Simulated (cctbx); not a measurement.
**What is wrong with this refinement?**

Cell a = 4.4580 Å, b = 4.4580 Å, c = 8.8600 Å, α = 90.00°, β = 90.00°, γ = 120.00°; space group P6_3/mmc (no. 194). The compound is MgCu2Bi.

Simulated single-crystal data (cctbx): Mo Kα, λ = 0.71073 Å, to d = 0.75 Å, 80 % of the full sphere, strongest reflection 5000 counts, noise from counting, a 2 % proportional error and a noise floor of 4 counts (s.d.); no absorption.

An isotropic refinement with weights 1/σ² prints:

```text
Rint 0.034, 93 unique reflections to 0.76 A
cycle     R1     wR2    GooF  max shift (A)
   1  0.5821  0.8764  52.179   1.24348
   4  0.0071  0.0150   0.892   0.00000
final R1 0.0071 wR2 0.0150 GooF 0.892  parameters 4  data/parameter 23.2
atom        x        y        z      Ueq    occ   su(xyz)  su(Uiso or U11)
Bi1    0.33333  0.66667  0.25000   0.0058  1.000  0.00000  0.0001
Cu1    0.33333  0.66667  0.93922   0.0113  1.000  0.00007  0.0001
Mg1    0.00000  0.00000  0.00000   0.0195  1.000  0.00000  0.0006
difference map: max 0.69 min -0.46 rms 0.12
Q1    0.3333  0.6667  0.9958    4    0.70  0.50 A from Cu1
Q2    0.3333  0.6667  0.1030    4    0.58  1.30 A from Bi1
Q3    0.3333  0.6667  0.7500    2    0.43  1.68 A from Cu1
Q4    0.3333  0.6667  0.6090    4    0.43  0.43 A from Cu1
Q5    0.0418  0.5209  0.2500    6    0.31  1.13 A from Bi1
Q6    0.0807  0.1614  0.6886   12    0.31  1.78 A from Mg1
```

**Question.** Can this result stand? If not, what is the likely fault?

It can stand. The set-up had a fault (start far from the minimum), but the refinement still reached the right minimum: R1 = 0.0071, wR2 = 0.0150, GooF = 0.89 against R1 = 0.0071, wR2 = 0.0150, GooF = 0.89 for the right model.

The compound is MgCu2Bi. The right model at the same level gives:

```text
Rint 0.034, 93 unique reflections to 0.76 A
cycle     R1     wR2    GooF  max shift (A)
   1  0.1210  0.2457  14.631   0.02816
   2  0.0071  0.0150   0.892   0.00000
final R1 0.0071 wR2 0.0150 GooF 0.892  parameters 4  data/parameter 23.2
atom        x        y        z      Ueq    occ   su(xyz)  su(Uiso or U11)
Bi1    0.33333  0.66667  0.25000   0.0058  1.000  0.00000  0.0001
Cu1    0.33333  0.66667  0.93922   0.0113  1.000  0.00007  0.0001
Mg1    0.00000  0.00000  0.00000   0.0195  1.000  0.00000  0.0006
difference map: max 0.69 min -0.46 rms 0.12
Q1    0.3333  0.6667  0.9958    4    0.70  0.50 A from Cu1
Q2    0.3333  0.6667  0.1030    4    0.58  1.30 A from Bi1
Q3    0.3333  0.6667  0.7500    2    0.43  1.68 A from Cu1
Q4    0.3333  0.6667  0.6090    4    0.43  0.43 A from Cu1
Q5    0.0418  0.5209  0.2500    6    0.31  1.13 A from Bi1
Q6    0.0807  0.1614  0.6886   12    0.31  1.78 A from Mg1
```

The model is made up (kin elements in a known structure type, no relaxation), so it says nothing on whether the phase exists.

[Middle refinement cycles are left out of these outputs.]

[Logs are printed without paths, hosts, clocks, repeated set-up lines and the standing remarks that a program may print on its own settings, such as how far it seeks lower states.]
